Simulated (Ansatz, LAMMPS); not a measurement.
# Elastic response of a frame of amorphous poly(p-phenylene) (as short chains C38H30) from 300 K (136 atoms), part 3 of 3

Aim: relax a frame of amorphous poly(p-phenylene) (as short chains C38H30) from 300 K (136 atoms), then change its volume and shape to read moduli from the stress.

Ansatz 0.2.0; Kohn-Sham DFT, PBE+D3(BJ), PAW (set soft_2), plane waves.

The cell: 76 C and 60 H. The network of contacts between molecules at the start is that of the classical potential that made the cell. The Brillouin zone is sampled at Γ only.

So far. Step 11 (Compressed by 1 % along x): The relaxation converged after 4 steps, 0.150 eV below its start, with a largest force component of 0.015 eV/Å. Step 11 (Compressed by 1 % along x): Compressed by 1 % along x: the energy stands 0.0107 eV above that of the reference, at a pressure of 0.109 GPa.

## (12) Sheared by 2 % in xy

A shear of the relaxed cell gives the modulus that volume changes can't reach.

The input, input.yaml:

```yaml
crystal:
  lattice:
    - [11.56954, -0.00577, -0.10877]
    - [-0.01714, 10.4325, -0.08235]
    - [-0.10959, -0.08344, 11.1851]
  atoms:
    [... the 136 atom lines of step 4 ...]
kpoints:
  mp_grid: { grid: [1, 1, 1] }
hamiltonian:
  xc: pbe
  dispersion: d3bj
scf:
  occupations: { method: fixed }
output:
  forces: true
  eigenvalues: true
  stress: true
relax:
  f_tol: 0.05
  max_steps: 70
```

Command:

```sh
$ ansatz run input.yaml --threads 4 --pin off --max-ram 8192MiB --backend cpu --events-out ev --progress --plain --runs-dir out
```

Numbers of over 12 decimals in the logs are rounded to 6 here.

Output:

```text
[...]
Crystal: 136 atoms, lattice volume = 1349.828 Å³
Basis set: ecut = 420 eV, 26393 PW (Γ), exchange–correlation on 160×144×150 points (8 copies of the dense FFT grid, shifted against one another)
Bands: 318, of which v1, the nominal top of the filled ones, is band 182 counted from 1 (181 counted from 0)
Symmetry: 1 space group operations
[...]
k-points: 1
[...]
SCF iter   1: F=—  HF=-20035.930053 eV  |F-HF|=—  |Δ(HF+E_count)|=         —  Δρ=3.41e-3  dr2=2.15e-1  ethr=1.77e-3  ⟨swp⟩=4.0  Hψ=1100  notcnv=0  defer=132
[...]
SCF iter   6: F=-20035.926713 eV  HF=-20035.926710 eV  |F-HF|=2.98e-6  |Δ(HF+E_count)|=   1.96e-5  Δρ=2.86e-5  dr2=1.43e-5  ethr=1.72e-8  ⟨swp⟩=17.0  Hψ=2494  notcnv=0
SCF 1 converged in 6 iterations: F = -20035.926713 eV  dr2 = 1.43e-5
[...]
relax step   1: F+E_penalty+E_count = -20035.92671259 eV  Δ(F+E_penalty+E_count) = +0.000e0 eV  max|allowed force component| = 6.265e-1 eV/Å  Δτ_max = 0.0000 Å  (6 SCF iters, dr2 threshold 6.25e-5 eV, accepted)
[...]
relax step   2: F+E_penalty+E_count = -20036.13411610 eV  Δ(F+E_penalty+E_count) = -2.074e-1 eV  max|allowed force component| = 2.040e-1 eV/Å  Δτ_max = 0.0893 Å  (6 SCF iters, dr2 threshold 2.45e-5 eV, accepted)
[...]
relax step   3: F+E_penalty+E_count = -20036.04616115 eV  Δ(F+E_penalty+E_count) = +8.795e-2 eV  max|allowed force component| = 2.620e-1 eV/Å  Δτ_max = 0.2000 Å  (7 SCF iters, dr2 threshold 2.60e-6 eV, rejected (line search))
[...]
relax step   4: F+E_penalty+E_count = -20036.15398160 eV  Δ(F+E_penalty+E_count) = -1.987e-2 eV  max|allowed force component| = 2.311e-2 eV/Å  Δτ_max = 0.0491 Å  (8 SCF iters, accepted)
SCF converged after 8 iterations
Free energy (F): -20036.153982 eV
[...]
Internal energy: -20036.153982 eV  (E = F + TS)
E sigma→0 (E₀):  -20036.153982 eV
Fermi energy:    0.910534 eV
[...]
--- Forces (eV/Å), atoms counted from 1 ---
  atom   1  C     -0.00613557     0.00490281     0.00126735
  atom   2  C     -0.00174116     0.00054580    -0.00010625
  atom   3  C      0.01247488     0.00326450     0.00180904
  atom   4  C     -0.00001538    -0.00137576     0.00783393
  atom   5  C      0.00389523    -0.01145015    -0.01177363
  atom   6  C     -0.00332796     0.00112546    -0.00285201
  atom   7  C     -0.00160760    -0.00121212    -0.00146212
  atom   8  C     -0.00609127     0.00672153     0.00848419
  atom   9  C      0.00225977     0.00266404     0.00070057
  atom  10  C      0.00124220    -0.00350893     0.00080531
  atom  11  C      0.01043055    -0.00975795    -0.00968802
  atom  12  C     -0.00339508    -0.00111854     0.00201770
  atom  13  C     -0.00321113     0.00158011    -0.00502528
  atom  14  C     -0.00744216    -0.00158558     0.00991186
[...]
atom 135  H      0.00753907    -0.00160788    -0.00194686
  atom 136  H     -0.00612371     0.00046739     0.00086064
  max |Σ_I F_I| component: 1.15e-4 eV/Å
--- Stress (GPa, compression-positive) ---
        0.129727      -0.095768      -0.043848
       -0.095773       0.028137       0.025999
       -0.043846       0.025998       0.018062
  P = ⅓ Tr σ = 0.0586 GPa (0.586 kbar)
--- Band table (eV) ---
[...]
--- Relaxed structure (4 steps of the walk, 3 accepted, 0 SCFs on fresh bases) ---
  F+E_penalty+E_count = -20036.15398160 eV   max|allowed force component| = 2.311e-2 eV/Å
  atoms:
    - { symbol: C, position: [0.426447, 0.778230, 0.818989] }
    - { symbol: C, position: [0.347144, 0.888742, 0.843603] }
    - { symbol: C, position: [0.289533, 0.899372, 0.952430] }
    - { symbol: C, position: [0.216253, 0.00172349, 0.976279] }
[...]
- { symbol: H, position: [0.995310, 0.115304, 0.483616] }
```

Wall time 32 s (4 threads of Intel Xeon Platinum 8559C (Emerald Rapids), shared host); peak memory 1.6 GiB.

The relaxation converged after 4 steps, 0.227 eV below its start, with a largest force component of 0.023 eV/Å.

Sheared by 2 % in xy: the energy stands 0.00784 eV above that of the reference, at a pressure of 0.0586 GPa.

## (13) Pressure against volume

Atoms are relaxed at each volume, in the scaled cell.

| volume change (%) | volume (Å³/atom) | energy change (meV/atom) | pressure (GPa) | largest move on relaxing (Å) | bonds | gap (eV) |
| --- | --- | --- | --- | --- | --- | --- |
| -10 | 8.934 | 3.83 | 1.48 | 0.52 | 146 | 2.54 |
| -6 | 9.331 | 1.21 | 0.56 | 0.29 | 146 | 2.61 |
| -3 | 9.628 | 0.27 | 0.29 | 0.14 | 146 | 2.66 |
| +0 | 9.926 | 0.00 | 0.00 | - | 146 | 2.68 |
| +3 | 10.224 | 0.23 | -0.19 | 0.13 | 146 | 2.70 |
| +6 | 10.522 | 0.80 | -0.27 | 0.26 | 146 | 2.70 |

## (14) Uniaxial strain and shear

Stress (GPa, compression positive) less that of the relaxed cell, atoms relaxed:

| strain | xx | yy | zz | xy | energy change (meV/atom) |
| --- | --- | --- | --- | --- | --- |
| stretched by 1 % along x | -0.153 | -0.112 | -0.038 | 0.056 | 0.02 |
| compressed by 1 % along x | 0.153 | 0.111 | 0.048 | -0.039 | 0.08 |
| sheared by 2 % in xy | 0.091 | 0.066 | 0.005 | -0.099 | 0.06 |

## (15) What came out

The bulk modulus, from the slope of pressure against ln V over the three points nearest the relaxed volume, is 7.94 GPa; between neighbouring points the slope runs 21, 8.7, 9.2, 6.6 and 2.6 GPa from the smallest volume up, without a steady fall, so no pressure derivative is given. At -10 % some atom moved by over 0.5 Å on relaxing, so that point may sit in another local minimum. The gap goes from 2.54 eV at the smallest volume to 2.70 eV at the largest, +1.0 eV per unit of ln V by a straight line, not monotonically (lowest 2.54, highest 2.70 eV), on the run's k-points. In the Cartesian axes of the cell, finite differences give C11 = 15.3, C12 = 11.1, C13 = 4.34 and C66 = 4.93 GPa (the shear of 2 % is the engineering strain, εxy = 0.01). The mean of C11, C12 and C13, which equals the bulk modulus in a cubic or isotropic solid, is 10.3 GPa: it lies 29 % over the bulk modulus from the volumes. For an isotropic solid C66 would equal (C11 − C12)/2 = 2.09 GPa; so small a sample needn't be isotropic, and C66 rests on one shear. The two differ too much for isotropic moduli to be formed.

**Limits.** Strains are finite and relaxations stop at the force tolerance of the input, which can leave moduli too stiff; they are those of a static cell at zero temperature. Volumes are changed with the cell's shape held, so in an anisotropic solid the modulus lies over the one under free hydrostatic load. The program notes that the SCF threshold of the relaxations is loose for the stress.

The DFT runs together took 7.3 min of wall time.

[Logs are printed without paths, hosts, clocks, repeated set-up lines and the standing remarks that a program may print on its own settings, such as how far it seeks lower states.]

[Hosts, paths, dates, database ids (printed as entryN), source tags and the programs' standing remarks are cut or masked in the printed files.]
